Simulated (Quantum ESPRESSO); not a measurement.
# SiC(110), H on both faces: a series in the number of layers, part 2 of 3

Aim: how the results for SiC(110), H on both faces change with the number of layers.

Quantum ESPRESSO 7.5; plane-wave DFT, PBE, GBRV ultrasoft pseudopotentials.

So far. Step 8 (Potential by pp.x, 3 layers): The slope in the vacuum is 0.100 eV/Å for an applied 0.10 V/Å, as it should be. Step 10 (Bands along a path, 3 layers): Along this path the valence top lies at Γ and the conduction bottom at Y.

**11. Relaxing the ions, 4 layers**

System of this step: SiC(110), H on both faces, 4 layers. The cell holds 12 atoms: 4 H, 4 Si and 4 C. Cell: a = 4.378 Å, b = 3.096 Å, c = 23.039 Å, α = 90.0°, β = 90.0°, γ = 90.0°. It derives from SiC. Vacuum lies along c.

Contents of m1.relax.in:

```
&control
  prefix = 'm1.relax'
  outdir = './out'
  pseudo_dir = './pseudo'
  nstep = 80
  forc_conv_thr = 0.0006
  calculation = 'relax'
/
&system
  ibrav = 0
  nat = 12
  ntyp = 3
  ecutwfc = 40
  ecutrho = 200
  occupations = 'smearing'
  smearing = 'fd'
  degauss = 0.002
/
&electrons
  conv_thr = 1e-08
  mixing_beta = 0.4
  electron_maxstep = 120
  mixing_mode = 'plain'
/
&ions
/
ATOMIC_SPECIES
  H   1.0080  h_pbe_v1.4.uspp.F.UPF
  Si  28.0850  si_pbe_v1.uspp.F.UPF
  C   12.0110  c_pbe_v1.2.uspp.F.UPF
CELL_PARAMETERS angstrom
  4.37818550200000 0.00000000000000 0.00000000000000
  0.00000000000000 3.09619996900000 0.00000000000000
  0.00000000000000 0.00000000000000 23.03928810299718
ATOMIC_POSITIONS crystal
  H   0.806231759000 0.000000000000 0.347128938848
  H   0.397632945500 0.500000000000 0.359528983486
  Si  0.000000000000 0.000000000000 0.399209126325
  C   0.250000000000 0.500000000000 0.399209126325
  Si  0.500000000000 0.500000000000 0.466403042108
  C   0.750000000000 0.000000000000 0.466403042108
  Si  0.000000000000 0.000000000000 0.533596957892
  C   0.250000000000 0.500000000000 0.533596957892
  Si  0.500000000000 0.500000000000 0.600790873675
  C   0.750000000000 0.000000000000 0.600790873675
  H   0.897632945500 0.000000000000 0.640471016514
  H   0.306231759000 0.500000000000 0.652871061152
K_POINTS automatic
  4 8 1 0 0 0
```

Launch:

```
OMP_NUM_THREADS=1 mpirun -n 4 pw.x -nk 2 -in m1.relax.in > m1.relax.out
```

It took 4.3 min on 4 MPI ranks of Arm Neoverse V1, shared host; peak memory 0.68 GiB.

Relaxation path:

```
step  energy less that of the first step (eV)  largest force (eV/Å)
   1                                   0.0000                0.9329
   2                                  -0.0379                0.2904
   3                                  -0.0456                0.1872
   4                                  -0.0522                0.1716
   5                                  -0.0567                0.1380
   6                                  -0.0589                0.0769
   7                                  -0.0597                0.0608
   8                                  -0.0605                0.0583
   9                                  -0.0612                0.0730
  10                                  -0.0618                0.0565
  11                                  -0.0621                0.0223
  12                                  -0.0622                0.0212
  13                                  -0.0622                0.0185
  14                                  -0.0623                0.0204
  15                                  -0.0623                0.0186
  16                                  -0.0624                0.0113
```

The atoms that moved most (Å):

```
atom      dx     dy      dz  length
 H11  -0.040  0.000  -0.040   0.056
  H2  -0.040  0.000   0.040   0.056
 H12   0.032  0.000   0.038   0.049
  H1   0.032  0.000  -0.038   0.049
  C4  -0.022  0.000   0.037   0.043
 C10  -0.022  0.000  -0.037   0.043
 Si3   0.016  0.000   0.015   0.021
 Si9   0.016  0.000  -0.015   0.021
```

The relaxation lowers the energy by 5 meV an atom.

This step gave:

- free energy: -1212.8632 eV
- Fermi energy: -0.2067 eV

**12. SCF with pw.x, 4 layers**

Contents of m1.f0.in:

```
&control
  prefix = 'm1.f0'
  outdir = './out'
  pseudo_dir = './pseudo'
  calculation = 'scf'
  tprnfor = .true.
  tefield = .true.
  dipfield = .true.
/
&system
  ibrav = 0
  nat = 12
  ntyp = 3
  ecutwfc = 40
  ecutrho = 200
  occupations = 'smearing'
  smearing = 'fd'
  degauss = 0.002
  edir = 3
  emaxpos = 0.97
  eopreg = 0.04
  eamp = 0.0
  nbnd = 22
/
&electrons
  conv_thr = 1e-09
  mixing_beta = 0.4
  electron_maxstep = 120
  mixing_mode = 'plain'
/
ATOMIC_SPECIES
  H   1.0080  h_pbe_v1.4.uspp.F.UPF
  Si  28.0850  si_pbe_v1.uspp.F.UPF
  C   12.0110  c_pbe_v1.2.uspp.F.UPF
CELL_PARAMETERS angstrom
  4.37818550200000 0.00000000000000 0.00000000000000
  0.00000000000000 3.09619996900000 0.00000000000000
  0.00000000000000 0.00000000000000 23.03928810299718
ATOMIC_POSITIONS crystal
  H   0.813475552100 0.000000000000 0.345489105100
  H   0.388594818200 0.500000000000 0.361263155900
  Si  0.003583784500 0.000000000000 0.399846573500
  C   0.244902644700 0.500000000000 0.400814383100
  Si  0.502325920400 0.500000000000 0.466577849100
  C   0.750981984600 0.000000000000 0.466256688400
  Si  0.002325920400 0.000000000000 0.533422150900
  C   0.250981984600 0.500000000000 0.533743311600
  Si  0.503583784500 0.500000000000 0.600153426500
  C   0.744902644700 0.000000000000 0.599185616900
  H   0.888594818200 0.000000000000 0.638736844100
  H   0.313475552100 0.500000000000 0.654510894900
K_POINTS automatic
  4 8 1 0 0 0
```

Launch:

```
OMP_NUM_THREADS=1 mpirun -n 4 pw.x -nk 2 -in m1.f0.in > m1.f0.out
```

It took 30 s on 4 MPI ranks; peak memory 0.43 GiB; 2 min of CPU time.

This step gave:

| Item | Value |
| --- | --- |
| Fermi energy | -0.2066 eV |
| dipole along the normal | 2.08e-5 e·Å |
| valence top, on the run's zero | -1.084 eV |
| conduction bottom, on the run's zero | 1.385 eV |
| gap by band count | 2.469 eV |

**13. SCF with pw.x, 4 layers: field 0.1 V/Å**

m1.f1.in, as its differences from the input of step 12:

```diff
@@ -1,3 +1,3 @@
 &control
-  prefix = 'm1.f0'
+  prefix = 'm1.f1'
   outdir = './out'
@@ -21,3 +21,3 @@
   eopreg = 0.04
-  eamp = 0.0
+  eamp = 0.00194469
   nbnd = 22
@@ -29,2 +29,3 @@
   mixing_mode = 'plain'
+  startingpot = 'file'
 /
```

Launch:

```
cp -r out/m1.f0.save out/m1.f1.save
OMP_NUM_THREADS=1 mpirun -n 4 pw.x -nk 2 -in m1.f1.in > m1.f1.out
```

Run time: 28 s. Hardware: 4 MPI ranks; peak memory 0.43 GiB.

Read from the output:

| Property | Result |
| --- | --- |
| free energy | -1212.8657 eV |
| Fermi energy | -0.1638 eV |
| dipole along the normal | 0.05047 e·Å |
| valence top, on the run's zero | -1.067 eV |
| conduction bottom, on the run's zero | 1.399 eV |
| gap by band count | 2.467 eV |

**14. Relaxation with pw.x, 9 layers**

System of this step: SiC(110), H on both faces, 9 layers. The cell holds 22 atoms: 4 H, 9 Si and 9 C. Cell: a = 4.378 Å, b = 3.096 Å, c = 30.780 Å, α = 90.0°, β = 90.0°, γ = 90.0°. It derives from SiC. Vacuum lies along c.

Contents of m6.relax.in:

```
&control
  prefix = 'm6.relax'
  outdir = './out'
  pseudo_dir = './pseudo'
  nstep = 80
  forc_conv_thr = 0.0006
  calculation = 'relax'
/
&system
  ibrav = 0
  nat = 22
  ntyp = 3
  ecutwfc = 40
  ecutrho = 200
  occupations = 'smearing'
  smearing = 'fd'
  degauss = 0.002
/
&electrons
  conv_thr = 1e-08
  mixing_beta = 0.4
  electron_maxstep = 120
  mixing_mode = 'plain'
/
&ions
/
ATOMIC_SPECIES
  H   1.0080  h_pbe_v1.4.uspp.F.UPF
  Si  28.0850  si_pbe_v1.uspp.F.UPF
  C   12.0110  c_pbe_v1.2.uspp.F.UPF
CELL_PARAMETERS angstrom
  4.37818550200000 0.00000000000000 0.00000000000000
  0.00000000000000 3.09619996900000 0.00000000000000
  0.00000000000000 0.00000000000000 30.77978802549718
ATOMIC_POSITIONS crystal
  H   0.806231759000 0.000000000000 0.259832966503
  H   0.397632945500 0.500000000000 0.269114648387
  Si  0.000000000000 0.000000000000 0.298816030414
  C   0.250000000000 0.500000000000 0.298816030414
  Si  0.500000000000 0.500000000000 0.349112022810
  C   0.750000000000 0.000000000000 0.349112022810
  Si  0.000000000000 0.000000000000 0.399408015207
  C   0.250000000000 0.500000000000 0.399408015207
  Si  0.500000000000 0.500000000000 0.449704007603
  C   0.750000000000 0.000000000000 0.449704007603
  Si  0.000000000000 0.000000000000 0.500000000000
  C   0.250000000000 0.500000000000 0.500000000000
  Si  0.500000000000 0.500000000000 0.550295992397
  C   0.750000000000 0.000000000000 0.550295992397
  Si  0.000000000000 0.000000000000 0.600591984793
  C   0.250000000000 0.500000000000 0.600591984793
  Si  0.500000000000 0.500000000000 0.650887977190
  C   0.750000000000 0.000000000000 0.650887977190
  Si  0.000000000000 0.000000000000 0.701183969586
  C   0.250000000000 0.500000000000 0.701183969586
  H   0.397632945500 0.500000000000 0.730885351613
  H   0.806231759000 0.000000000000 0.740167033497
K_POINTS automatic
  4 8 1 0 0 0
```

Launch:

```
OMP_NUM_THREADS=1 mpirun -n 4 pw.x -nk 2 -in m6.relax.in > m6.relax.out
```

Run time: 12 min. Hardware: 4 MPI ranks; peak memory 0.99 GiB; 47 min of CPU time.

Step by step:

```
step  energy less that of the first step (eV)  largest force (eV/Å)
   1                                   0.0000                0.9276
   2                                  -0.0379                0.2866
   3                                  -0.0460                0.1840
   4                                  -0.0525                0.1661
   5                                  -0.0557                0.1183
   6                                  -0.0574                0.0718
   7                                  -0.0585                0.0595
   8                                  -0.0596                0.0595
   9                                  -0.0603                0.0517
  10                                  -0.0608                0.0433
  11                                  -0.0611                0.0279
  12                                  -0.0613                0.0154
```

The atoms that moved most (Å):

```
atom      dx     dy      dz  length
 H21  -0.044  0.000  -0.035   0.056
  H2  -0.044  0.000   0.035   0.056
 H22   0.025  0.000   0.038   0.045
  H1   0.025  0.000  -0.038   0.045
  C4  -0.025  0.000   0.033   0.041
 C20  -0.025  0.000  -0.033   0.041
 Si3   0.013  0.000   0.013   0.019
Si19   0.013  0.000  -0.013   0.019
```

The relaxation lowers the energy by 3 meV an atom.

Numbers from this step:

| Quantity | Value |
| --- | --- |
| free energy | -2649.4353 eV |
| Fermi energy | 2.374 eV |

**15. Ground state, 9 layers**

Contents of m6.f0.in:

```
&control
  prefix = 'm6.f0'
  outdir = './out'
  pseudo_dir = './pseudo'
  calculation = 'scf'
  tprnfor = .true.
  tefield = .true.
  dipfield = .true.
/
&system
  ibrav = 0
  nat = 22
  ntyp = 3
  ecutwfc = 40
  ecutrho = 200
  occupations = 'smearing'
  smearing = 'fd'
  degauss = 0.002
  edir = 3
  emaxpos = 0.97
  eopreg = 0.04
  eamp = 0.0
  nbnd = 42
/
&electrons
  conv_thr = 1e-09
  mixing_beta = 0.4
  electron_maxstep = 120
  mixing_mode = 'plain'
/
ATOMIC_SPECIES
  H   1.0080  h_pbe_v1.4.uspp.F.UPF
  Si  28.0850  si_pbe_v1.uspp.F.UPF
  C   12.0110  c_pbe_v1.2.uspp.F.UPF
CELL_PARAMETERS angstrom
  4.37818550200000 0.00000000000000 0.00000000000000
  0.00000000000000 3.09619996900000 0.00000000000000
  0.00000000000000 0.00000000000000 30.77978802549718
ATOMIC_POSITIONS crystal
  H   0.811864388300 0.000000000000 0.258594121400
  H   0.387570656000 0.500000000000 0.270239864300
  Si  0.002999360900 0.000000000000 0.299243879800
  C   0.244328962500 0.500000000000 0.299880859800
  Si  0.501408630600 0.500000000000 0.349139634600
  C   0.750237897300 0.000000000000 0.348992733600
  Si  0.001184150400 0.000000000000 0.399344598500
  C   0.251035613800 0.500000000000 0.399388571400
  Si  0.501030269800 0.500000000000 0.449689808200
  C   0.751130743500 0.000000000000 0.449648536100
  Si  0.001035809900 0.000000000000 0.500000000000
  C   0.251112253100 0.500000000000 0.500000000000
  Si  0.501030269800 0.500000000000 0.550310191800
  C   0.751130743500 0.000000000000 0.550351463900
  Si  0.001184150400 0.000000000000 0.600655401500
  C   0.251035613800 0.500000000000 0.600611428600
  Si  0.501408630600 0.500000000000 0.650860365400
  C   0.750237897300 0.000000000000 0.651007266400
  Si  0.002999360900 0.000000000000 0.700756120200
  C   0.244328962500 0.500000000000 0.700119140200
  H   0.387570656000 0.500000000000 0.729760135700
  H   0.811864388300 0.000000000000 0.741405878600
K_POINTS automatic
  4 8 1 0 0 0
```

Launch:

```
OMP_NUM_THREADS=1 mpirun -n 4 pw.x -nk 2 -in m6.f0.in > m6.f0.out
```

The job ended after 1.8 min (4 MPI ranks; peak memory 0.97 GiB).

This step gave:

* Fermi energy: 2.687 eV
* dipole along the normal: 2.08e-5 e·Å
* valence top, on the run's zero: 1.594 eV
* conduction bottom, on the run's zero: 3.285 eV
* gap by band count: 1.691 eV

**16. Ground state, 9 layers: field 0.1 V/Å**

m6.f1.in, as its differences from the input of step 15:

```diff
@@ -1,3 +1,3 @@
 &control
-  prefix = 'm6.f0'
+  prefix = 'm6.f1'
   outdir = './out'
@@ -21,3 +21,3 @@
   eopreg = 0.04
-  eamp = 0.0
+  eamp = 0.00194469
   nbnd = 42
@@ -29,2 +29,3 @@
   mixing_mode = 'plain'
+  startingpot = 'file'
 /
```

Launch:

```
cp -r out/m6.f0.save out/m6.f1.save
OMP_NUM_THREADS=1 mpirun -n 4 pw.x -nk 2 -in m6.f1.in > m6.f1.out
```

The job ended after 93 s (4 MPI ranks; peak memory 0.98 GiB; 6.2 min of CPU time).

This step gave:

```
free energy                          : -2649.4403 eV
Fermi energy                         : 2.66 eV
dipole along the normal              : 0.1001 e·Å
valence top, on the run's zero       : 1.628 eV
conduction bottom, on the run's zero : 3.299 eV
gap by band count                    : 1.672 eV
```

**17. Relaxation with pw.x, 11 layers**

System of this step: SiC(110), H on both faces, 11 layers. The cell holds 26 atoms: 4 H, 11 Si and 11 C. Its edges and angles: a = 4.378 Å, b = 3.096 Å, c = 33.876 Å, α = 90.0°, β = 90.0°, γ = 90.0°. It derives from SiC. Vacuum lies along c.

Contents of m7.relax.in:

```
&control
  prefix = 'm7.relax'
  outdir = './out'
  pseudo_dir = './pseudo'
  nstep = 80
  forc_conv_thr = 0.0006
  calculation = 'relax'
/
&system
  ibrav = 0
  nat = 26
  ntyp = 3
  ecutwfc = 40
  ecutrho = 200
  occupations = 'smearing'
  smearing = 'fd'
  degauss = 0.002
/
&electrons
  conv_thr = 1e-08
  mixing_beta = 0.4
  electron_maxstep = 120
  mixing_mode = 'plain'
/
&ions
/
ATOMIC_SPECIES
  H   1.0080  h_pbe_v1.4.uspp.F.UPF
  Si  28.0850  si_pbe_v1.uspp.F.UPF
  C   12.0110  c_pbe_v1.2.uspp.F.UPF
CELL_PARAMETERS angstrom
  4.37818550200000 0.00000000000000 0.00000000000000
  0.00000000000000 3.09619996900000 0.00000000000000
  0.00000000000000 0.00000000000000 33.87598799449717
ATOMIC_POSITIONS crystal
  H   0.806231759000 0.000000000000 0.236084734482
  H   0.397632945500 0.500000000000 0.244518088542
  Si  0.000000000000 0.000000000000 0.271504821534
  C   0.250000000000 0.500000000000 0.271504821534
  Si  0.500000000000 0.500000000000 0.317203857228
  C   0.750000000000 0.000000000000 0.317203857228
  Si  0.000000000000 0.000000000000 0.362902892921
  C   0.250000000000 0.500000000000 0.362902892921
[... 14 atom lines left out ...]
  Si  0.000000000000 0.000000000000 0.728495178466
  C   0.250000000000 0.500000000000 0.728495178466
  H   0.397632945500 0.500000000000 0.755481911458
  H   0.806231759000 0.000000000000 0.763915265518
K_POINTS automatic
  4 8 1 0 0 0
```

Launch:

```
OMP_NUM_THREADS=1 mpirun -n 4 pw.x -nk 2 -in m7.relax.in > m7.relax.out
```

Elapsed: 19 min, on 4 MPI ranks; peak memory 1.2 GiB; 75 min of CPU time.

[end of part 2 of 3]

[Logs are printed without paths, hosts, clocks, repeated set-up lines and the standing remarks that a program may print on its own settings, such as how far it seeks lower states.]

[Hosts, paths, dates, database ids (printed as entryN), source tags and the programs' standing remarks are cut or masked in the printed files.]

[Maps of the electrostatic potential energy from Ansatz leave out the sawtooth potential of an applied field or a dipole correction, so their vacuum need not be flat; planar profiles and work functions include it.]
